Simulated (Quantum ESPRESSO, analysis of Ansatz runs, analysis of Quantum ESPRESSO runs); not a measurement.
# Local vibrational mode of the Na-H pair in ZnO (PBE) (Quantum ESPRESSO)

Aim: the local vibrational mode of the Na-H pair in ZnO, to be set beside the measurement. Set-up: PBE, PseudoDojo 0.4.1 SR PBE standard, 32-site cell, PBE lattice, k: the single point 1/4 1/4 1/4. The model is a cell of 32 host atoms with Na put on another atom's site and H put in between. The frequencies come from force constants among the defect atom and its neighbours, with the masses of the isotopes named. Other potentials or another program check that the number doesn't hang on one set of files.

**The experiment.** O-H stretch, 1H: 3304 cm⁻¹ at 9 K, by FTIR absorption (“Critical increase in Na-doping facilitates acceptor band movements that yields ~180 meV shallow hole conduction in ZnO bulk crystals”, 2017, pmc:5341155). The runs below try to reproduce this.

Calculated with Quantum ESPRESSO 7.5; Quantum ESPRESSO plane-wave DFT, PBE, PseudoDojo 0.4.1 SR PBE standard potentials; relaxation of all atoms of a defect supercell.

## 1. Set-up

The cell holds 33 atoms: 15 Zn, 16 O, 1 Na and 1 H. Cell: a = 6.564 Å, b = 6.564 Å, c = 10.556 Å, α = 90.0°, β = 90.0°, γ = 120.0°. It derives from ZnO (space group P6_3mc). Nearest the centre at fractional (0.333, 0.667, 0.643): O15 at 0.49 Å, H33 at 1.49 Å, Na14 at 1.49 Å, Zn13 at 2.20 Å, Zn5 at 2.20 Å, Zn29 at 2.22 Å, O28 at 2.86 Å, O12 at 2.87 Å.

The host's primitive cell comes from a first run (Quantum ESPRESSO plane-wave DFT, PBE, PseudoDojo 0.4.1 SR PBE standard potentials; relaxation of cell and atoms of a defect-free cell): vectors of 3.282, 3.282 and 5.278 Å. That is 12.31 Å³ an atom, 3.4 % over the diffraction cell's volume. The supercell is built on it.

## 2. Relaxation, charge 0

Every later number rests on the structure around the defect, so the atoms are relaxed at the host's lattice first.

Contents of pw.in:

```
&CONTROL
  calculation = 'relax'
  prefix = 'pwscf'
  outdir = './tmp'
  pseudo_dir = './pseudo'
  tprnfor = .true.
  disk_io = 'low'
  nstep = 70
  forc_conv_thr = 0.00039
  etot_conv_thr = 0.0001
/
&SYSTEM
  ibrav = 0
  nat = 33
  ntyp = 4
  ecutwfc = 88
  nbnd = 207
  occupations = 'smearing'
  smearing = 'fd'
  degauss = 0.00073499
  nosym = .true.
/
&ELECTRONS
  conv_thr = 3d-08
  electron_maxstep = 100
  mixing_beta = 0.5
/
&IONS
  ion_dynamics = 'bfgs'
/
ATOMIC_SPECIES
Zn    65.3800 Zn.upf
O     15.9990 O.upf
Na    22.9898 Na.upf
H      1.0080 H.upf
CELL_PARAMETERS angstrom
   6.5639387350    0.0000000000    0.0000000000
  -3.2819693675    5.6845377474    0.0000000000
   0.0000000000    0.0000000000   10.5563303686
ATOMIC_POSITIONS crystal
Zn     0.1691059058    0.3336513649    0.2509695000
Zn     0.3322299420    0.1677280675   -0.0017688936
O      0.3324131259    0.1691123865    0.1900619728
O      0.1649419933    0.3298475679    0.4395235776
Zn     0.1696906669    0.3349209499    0.7506918040
Zn     0.3309003743    0.1649541460    0.5010579383
O      0.3320256850    0.1656188965    0.6915221802
O      0.1648001669    0.3313076997    0.9383251430
Zn     0.1662511963    0.8327681984    0.2515927277
Zn     0.3328606783    0.6634134680   -0.0001996408
O      0.3356946666    0.6700265081    0.1901499729
O      0.1664940260    0.8319933317    0.4380561533
Zn     0.1691757465    0.8331186992    0.7506886130
Na     0.3317173652    0.6653074333    0.5013722158
O      0.3367629064    0.6686997293    0.6894067715
O      0.1641010816    0.8341281654    0.9398894500
Zn     0.6694892383    0.3359123993    0.2488573701
Zn     0.8364838530    0.1670251589   -0.0006480411
O      0.8298705536    0.1651040834    0.1894620019
O      0.6643337444    0.3315375033    0.4384173052
Zn     0.6632585800    0.3323221532    0.7499137448
Zn     0.8358123522    0.1668931717    0.5009122783
O      0.8326071958    0.1646623877    0.6882328080
O      0.6665140383    0.3354086794    0.9411193823
Zn     0.6649576272    0.8299481199    0.2492084705
Zn     0.8312832752    0.6653530943   -0.0018046935
O      0.8322507237    0.6664419683    0.1879885504
O      0.6653208492    0.8353880314    0.4393471086
Zn     0.6674007651    0.8349121526    0.7514173369
Zn     0.8344787954    0.6643831048    0.4999584210
O      0.8316283158    0.6659992082    0.6914337025
O      0.6642894061    0.8340033450    0.9389961711
H      0.3346035470    0.6654692125    0.7835185348
K_POINTS crystal
1
0.25 0.25 0.25 1.0
```

Launch:

```
$ OMP_NUM_THREADS=1 mpirun -n 4 pw.x -in pw.in > pw.out
```

Output:

```text
This program is part of the open-source Quantum ESPRESSO suite
     for quantum simulation of materials; please cite
         "P. Giannozzi et al., J. Phys.:Condens. Matter 21 395502 (2009);
         "P. Giannozzi et al., J. Phys.:Condens. Matter 29 465901 (2017);
         "P. Giannozzi et al., J. Chem. Phys. 152 154105 (2020);
          URL
     in publications or presentations arising from this work. More details at

     Subspace diagonalization in iterative solution of the eigenvalue problem:
     one sub-group per band group will be used
     scalapack distributed-memory algorithm (size of sub-group:  2*  2 procs)

     --------------------
     sticks:   dense  smooth     PW     G-vecs:    dense   smooth      PW
     Min         930     930    244                74038    74038   10012
     Max         931     931    246                74043    74043   10014
     Sum        3721    3721    979               296159   296159   40051

     Using Slab Decomposition

     bravais-lattice index     =            0
     lattice parameter (alat)  =      12.4040  a.u.
     unit-cell volume          =    2658.0873 (a.u.)^3
     number of atoms/cell      =           33
     number of atomic types    =            4
     number of electrons       =       406.00
     number of Kohn-Sham states=          207
     kinetic-energy cutoff     =      88.0000  Ry
     charge density cutoff     =     352.0000  Ry
     scf convergence threshold =      3.0E-08
     mixing beta               =       0.5000
     number of iterations used =            8  plain     mixing
     energy convergence thresh.=      1.0E-04
     force convergence thresh. =      3.9E-04
     Exchange-correlation= PBE
                           (   1   4   3   4   0   0   0)
     nstep                     =           70

     celldm(1)=  12.404047  celldm(2)=   0.000000  celldm(3)=   0.000000
     celldm(4)=   0.000000  celldm(5)=   0.000000  celldm(6)=   0.000000

     crystal axes: (cart. coord. in units of alat)
               a(1) = (   1.000000   0.000000   0.000000 )
               a(2) = (  -0.500000   0.866025   0.000000 )
               a(3) = (   0.000000   0.000000   1.608231 )

     reciprocal axes: (cart. coord. in units 2 pi/alat)
               b(1) = (  1.000000  0.577350 -0.000000 )
               b(2) = (  0.000000  1.154701  0.000000 )
               b(3) = (  0.000000 -0.000000  0.621801 )

     PseudoPot. # 1 for Zn read from file:
     Zn.upf
     Pseudo is Norm-conserving + core correction, Zval = 20.0
     Generated using ONCVPSP code by D. R. Hamann
     Using radial grid of 1326 points,  6 beta functions with:
                l(1) =   0
                l(2) =   0
                l(3) =   1
                l(4) =   1
                l(5) =   2
                l(6) =   2

     PseudoPot. # 2 for O  read from file:
     O.upf
     Pseudo is Norm-conserving + core correction, Zval =  6.0
     Generated using ONCVPSP code by D. R. Hamann
     Using radial grid of  936 points,  5 beta functions with:
                l(1) =   0
                l(2) =   0
                l(3) =   1
                l(4) =   1
                l(5) =   2

     PseudoPot. # 3 for Na read from file:
     Na.upf
     Pseudo is Norm-conserving, Zval =  9.0
     Generated using ONCVPSP code by D. R. Hamann
     Using radial grid of 1992 points,  4 beta functions with:
                l(1) =   0
                l(2) =   0
                l(3) =   1
                l(4) =   1

     PseudoPot. # 4 for H  read from file:
     H.upf
     Pseudo is Norm-conserving, Zval =  1.0
     Generated using ONCVPSP code by D. R. Hamann
     Using radial grid of 1166 points,  3 beta functions with:
                l(1) =   0
                l(2) =   0
                l(3) =   1

     atomic species   valence    mass     pseudopotential
     Zn               20.00    65.38000     Zn( 1.00)
     O                 6.00    15.99900     O ( 1.00)
     Na                9.00    22.98980     Na( 1.00)
     H                 1.00     1.00800     H ( 1.00)

     No symmetry found

   Cartesian axes

     site n.     atom                  positions (alat units)
         1        Zn     tau(   1) = (   0.0022802   0.2889506   0.4036170  )
         2        Zn     tau(   2) = (   0.2483659   0.1452568  -0.0028448  )
         3        O      tau(   3) = (   0.2478569   0.1464556   0.3056636  )
         4        O      tau(   4) = (   0.0000182   0.2856564   0.7068555  )
         5        Zn     tau(   5) = (   0.0022302   0.2900501   1.2072859  )
         6        Zn     tau(   6) = (   0.2484233   0.1428545   0.8058170  )
         7        O      tau(   7) = (   0.2492162   0.1434302   1.1121275  )
         8        O      tau(   8) = (  -0.0008537   0.2869209   1.5090437  )
         9        Zn     tau(   9) = (  -0.2501329   0.7211984   0.4046192  )
        10        Zn     tau(  10) = (   0.0011539   0.5745329  -0.0003211  )
        11        O      tau(  11) = (   0.0006814   0.5802600   0.3058051  )
        12        O      tau(  12) = (  -0.2495026   0.7205274   0.7044955  )
        13        Zn     tau(  13) = (  -0.2473836   0.7215020   1.2072808  )
        14        Na     tau(  14) = (  -0.0009364   0.5761731   0.8063224  )
        15        O      tau(  15) = (   0.0024130   0.5791110   1.1087254  )
        16        O      tau(  16) = (  -0.2529630   0.7223762   1.5115594  )
        17        Zn     tau(  17) = (   0.5015330   0.2909087   0.4002202  )
        18        Zn     tau(  18) = (   0.7529713   0.1446480  -0.0010422  )
        19        O      tau(  19) = (   0.7473185   0.1429843   0.3046987  )
        20        O      tau(  20) = (   0.4985650   0.2871199   0.7050763  )
        21        Zn     tau(  21) = (   0.4970975   0.2877994   1.2060346  )
        22        Zn     tau(  22) = (   0.7523658   0.1445337   0.8055827  )
        23        O      tau(  23) = (   0.7502760   0.1426018   1.1068374  )
        24        O      tau(  24) = (   0.4988097   0.2904724   1.5135375  )
        25        Zn     tau(  25) = (   0.2499836   0.7187562   0.4007848  )
        26        Zn     tau(  26) = (   0.4986067   0.5762127  -0.0029024  )
        27        O      tau(  27) = (   0.4990297   0.5771557   0.3023290  )
        28        O      tau(  28) = (   0.2476268   0.7234673   0.7065717  )
        29        Zn     tau(  29) = (   0.2499447   0.7230551   1.2084527  )
        30        Zn     tau(  30) = (   0.5022872   0.5753727   0.8040487  )
        31        O      tau(  31) = (   0.4986287   0.5767722   1.1119852  )
[...]
atom    2 type  1   force =     0.00002764   -0.00004732    0.00013108
     atom    3 type  2   force =     0.00003009   -0.00007810    0.00015610
     atom    4 type  2   force =    -0.00003790    0.00018765    0.00007271
     atom    5 type  1   force =     0.00006026    0.00008734   -0.00006797
     atom    6 type  1   force =     0.00007461    0.00009572    0.00009401
     atom    7 type  2   force =     0.00024113    0.00014674    0.00008164
     atom    8 type  2   force =    -0.00007254    0.00001035   -0.00019071
     atom    9 type  1   force =     0.00000506   -0.00001474    0.00006880
     atom   10 type  1   force =    -0.00006136    0.00005399    0.00026032
     atom   11 type  2   force =     0.00002900   -0.00000120   -0.00001060
     atom   12 type  2   force =     0.00001825   -0.00006026    0.00004867
     atom   13 type  1   force =    -0.00020910    0.00015430   -0.00004060
     atom   14 type  3   force =     0.00003544   -0.00010438    0.00005384
     atom   15 type  2   force =     0.00003398   -0.00002482    0.00006917
     atom   16 type  2   force =    -0.00001199   -0.00002204   -0.00030125
[...]
Total force =     0.001257     Total SCF correction =     0.000092
     Energy error            =      3.1E-06 Ry
     Gradient error          =      4.7E-04 Ry/Bohr

     number of scf cycles    =  31
     number of bfgs steps    =  30

     energy             old  =   -6893.9493489172 Ry
     energy             new  =   -6893.9493520558 Ry

     CASE: energy            _new < energy            _old

     new trust radius        =       0.0061290292 bohr
     new conv_thr            =       0.0000000003 Ry

ATOMIC_POSITIONS (crystal)
Zn               0.1631086091        0.3320199990        0.2523493917
Zn               0.3364221120        0.1649218015       -0.0007027262
O                0.3329886898        0.1681497627        0.1856000275
O                0.1589644993        0.3153486446        0.4354337587
Zn               0.1501105557        0.3035615301        0.7482512526
Zn               0.3320668024        0.1640953238        0.4881546698
O                0.3370450016        0.1696315147        0.6856429248
O                0.1687596363        0.3344639764        0.9374389678
Zn               0.1627501272        0.8367391859        0.2515651248
Zn               0.3355402146        0.6641646677        0.0108629126
O                0.3318818490        0.6676806273        0.1925432813
O                0.1597160220        0.8402234187        0.4352339839
Zn               0.1494017473        0.8502488063        0.7474285769
Na               0.3335719473        0.6658390574        0.5096538544
O                0.3327719640        0.6666479140        0.7225248971
O                0.1688895037        0.8306193721        0.9364577032
[...]
NEW-OLD atomic charge density approx. for the potential

     Self-consistent Calculation

     iteration #  1     ecut=    88.00 Ry     beta= 0.50
     Davidson diagonalization with overlap
     ethr =  1.00E-06,  avg # of iterations =  3.0

     Threshold (ethr) on eigenvalues was too large:
     Diagonalizing with lowered threshold

     Davidson diagonalization with overlap
     ethr =  5.65E-10,  avg # of iterations =  4.0

     total energy              =   -6893.94935448 Ry
     estimated scf accuracy    <       0.00000232 Ry

     iteration #  2     ecut=    88.00 Ry     beta= 0.50
     Davidson diagonalization with overlap
     ethr =  5.72E-10,  avg # of iterations =  2.0

     total energy              =   -6893.94935472 Ry
     estimated scf accuracy    <       0.00000043 Ry

     iteration #  3     ecut=    88.00 Ry     beta= 0.50
     Davidson diagonalization with overlap
     ethr =  1.07E-10,  avg # of iterations =  2.0

     total energy              =   -6893.94935477 Ry
     estimated scf accuracy    <       0.00000012 Ry

     iteration #  4     ecut=    88.00 Ry     beta= 0.50
     Davidson diagonalization with overlap
     ethr =  3.00E-11,  avg # of iterations =  2.0

     total energy              =   -6893.94935479 Ry
     estimated scf accuracy    <       0.00000001 Ry

     iteration #  5     ecut=    88.00 Ry     beta= 0.50
     Davidson diagonalization with overlap
     ethr =  2.76E-12,  avg # of iterations =  2.0

     total energy              =   -6893.94935479 Ry
     estimated scf accuracy    <          1.6E-09 Ry

     iteration #  6     ecut=    88.00 Ry     beta= 0.50
     Davidson diagonalization with overlap
     ethr =  3.93E-13,  avg # of iterations =  3.0

     End of self-consistent calculation

          k = 0.2500 0.4330 0.1555 ( 37033 PWs)   bands (ev):

  -115.2160-115.1995-115.1972-114.9985-114.7658-114.6993-114.6988-114.6984
  -114.4668-114.3013-114.3012-114.2999-114.1698-114.1291-114.1291 -69.4632
[...]
4.3431   4.3592   4.3882   4.4066   4.4248   4.4869   4.5092   4.5618
     4.6218   4.6447   4.6559   4.6959   4.7195   4.7500   4.7736   4.8045
     4.8263   4.8373   4.8642   4.8822   5.0055   5.0495   5.0912   5.1441
     5.2027   5.3246   5.4366   5.5250   5.6300   5.7405   5.8535   5.9564
     6.0213   6.0657   6.1955   6.3454   6.4231   6.5345   6.5951   6.6722
     6.7417   6.7965   6.8178   6.9108   7.0118   7.0812   7.1275   7.2025
     7.2433   7.3311   7.4381   7.4687   7.5646   7.6514   7.7239   7.7671
     7.8390   7.9192   7.9658   8.0496   8.1539   8.2041   8.2935   8.3915
     8.4851   8.6248   8.9433  11.7549  12.7186  13.0307  13.1948

     the Fermi energy is     9.2757 ev

!    total energy              =   -6893.94935479 Ry
     estimated scf accuracy    <          2.2E-10 Ry
     smearing contrib. (-TS)   =      -0.00000000 Ry
     internal energy E=F+TS    =   -6893.94935479 Ry

     The total energy is F=E-TS. E is the sum of the following terms:
     one-electron contribution =   -4868.06244122 Ry
     hartree contribution      =    2574.57401084 Ry
     xc contribution           =    -823.74286402 Ry
     ewald contribution        =   -3776.71806040 Ry

     convergence has been achieved in   6 iterations

     Forces acting on atoms (cartesian axes, Ry/au):

[...]
atom   26 type  1   force =     0.00000824    0.00005861    0.00015461
     atom   27 type  2   force =     0.00005293    0.00007696    0.00000690
     atom   28 type  2   force =    -0.00015281   -0.00002947    0.00007934
     atom   29 type  1   force =    -0.00002997    0.00004463   -0.00019857
     atom   30 type  1   force =    -0.00008883   -0.00018026    0.00002013
     atom   31 type  2   force =    -0.00005900   -0.00012297   -0.00000518
     atom   32 type  2   force =    -0.00002979   -0.00001851    0.00002121
     atom   33 type  4   force =    -0.00023933    0.00009709   -0.00007982

     Total force =     0.001062     Total SCF correction =     0.000082
     Energy error            =      2.7E-06 Ry
     Gradient error          =      3.8E-04 Ry/Bohr

     bfgs converged in  32 scf cycles and  31 bfgs steps
     (criteria: energy <  1.0E-04 Ry, force <  3.9E-04 Ry/Bohr)

     End of BFGS Geometry Optimization

     Final energy             =   -6893.9493547944 Ry

     File ./tmp/pwscf.bfgs deleted, as requested
Begin final coordinates

ATOMIC_POSITIONS (crystal)
[...]
Zn               0.8346198291        0.6630595931       -0.0006575477
O                0.8313419650        0.6664267565        0.1856604934
O                0.6839985898        0.8399632973        0.4355621713
Zn               0.6955969780        0.8490003762        0.7482853641
Zn               0.8357860173        0.6672683036        0.4881752880
O                0.8300498524        0.6624797852        0.6856314178
O                0.6652503547        0.8309241874        0.9374673366
H                0.3307504683        0.6681449792        0.8152560546
End final coordinates

=------------------------------------------------------------------------------=
   JOB DONE.
=------------------------------------------------------------------------------=
```

Wall time 29 min (4 MPI ranks of Arm Neoverse V2, shared host); peak memory 1.4 GiB.

Step by step (22 of 32):

| step | energy less that of the first step (eV) |
| --- | --- |
| 0 | 0.0000 |
| 1 | -0.8238 |
| 3 | -1.5481 |
| 4 | -1.6066 |
| 6 | -1.7047 |
| 7 | -1.7273 |
| 9 | -1.7700 |
| 10 | -1.7761 |
| 12 | -1.7866 |
| 13 | -1.7900 |
| 15 | -1.7933 |
| 16 | -1.7938 |
| 18 | -1.7943 |
| 19 | -1.7944 |
| 21 | -1.7945 |
| 22 | -1.7946 |
| 24 | -1.7947 |
| 25 | -1.7947 |
| 27 | -1.7948 |
| 28 | -1.7949 |
| 30 | -1.7950 |
| 31 | -1.7950 |

The atoms that moved most (Å):

| atom | dx | dy | dz | length |
| --- | --- | --- | --- | --- |
| O15 | -0.019 | -0.012 | 0.350 | 0.350 |
| H33 | -0.034 | 0.015 | 0.335 | 0.337 |
| Zn13 | -0.186 | 0.097 | -0.034 | 0.213 |
| Zn5 | -0.026 | -0.178 | -0.026 | 0.182 |
| Zn29 | 0.139 | 0.080 | -0.033 | 0.164 |
| Zn6 | 0.010 | -0.005 | -0.136 | 0.137 |
| Zn30 | -0.001 | 0.016 | -0.124 | 0.125 |
| Zn22 | 0.003 | -0.016 | -0.121 | 0.122 |

The relaxed structure:

```xyz
33
Lattice="6.5639 0.0000 0.0000 -3.2820 5.6845 0.0000 0.0000 0.0000 10.5563" Properties=species:S:1:pos:R:3 pbc="T T T"
Zn   -0.0190    1.8874    2.6639
Zn    1.6670    0.9375   -0.0074
O     1.6339    0.9559    1.9593
O     0.0085    1.7926    4.5966
Zn   -0.0110    1.7256    7.8988
Zn    1.6411    0.9328    5.1531
O     1.6556    0.9643    7.2379
O     0.0100    1.9013    9.8959
Zn   -1.6779    4.7565    2.6556
Zn    0.0227    3.7755    0.1147
O    -0.0129    3.7955    2.0326
O    -1.7092    4.7763    4.5945
Zn   -1.8098    4.8333    7.8901
Na    0.0043    3.7850    5.3801
O    -0.0036    3.7896    7.6272
O    -1.6175    4.7217    9.8856
Zn    3.2630    1.9031    2.6103
Zn    4.9320    0.9407   -0.0022
O     4.9055    0.9544    1.9668
O     3.2891    1.8888    4.6199
Zn    3.2681    1.9010    7.8942
Zn    4.9417    0.9325    5.1670
O     4.8963    0.9596    7.2489
O     3.2927    1.8871    9.8846
Zn    1.6362    4.7526    2.6653
Zn    3.3023    3.7692   -0.0069
O     3.2697    3.7883    1.9599
O     1.7330    4.7748    4.5979
Zn    1.7795    4.8262    7.8991
Zn    3.2961    3.7931    5.1533
O     3.2742    3.7659    7.2378
O     1.6396    4.7234    9.8962
H    -0.0218    3.7981    8.6061
```

Neighbours of the ideal centre at the end:

```
atom  distance (Å)
 O15         0.844
Na14         1.403
 H33         1.823
Zn29         2.342
 Zn5         2.346
Zn13         2.364
 O12         2.947
 O28         2.958
  O4         2.961
```

Neighbours of the added atoms: H33: O15 0.98, Zn10 2.07, Zn13 2.19 Å.

(Part 1 of 2 ends here.)

[Logs are printed without paths, hosts, clocks, repeated set-up lines and the standing remarks that a program may print on its own settings, such as how far it seeks lower states.]

[Hosts, paths, dates, database ids (printed as entryN), source tags and the programs' standing remarks are cut or masked in the printed files.]

[For some hosts the program warned that the k-mesh of the response run may be too coarse for force constants and the static dielectric constant; such warnings are not shown here.]
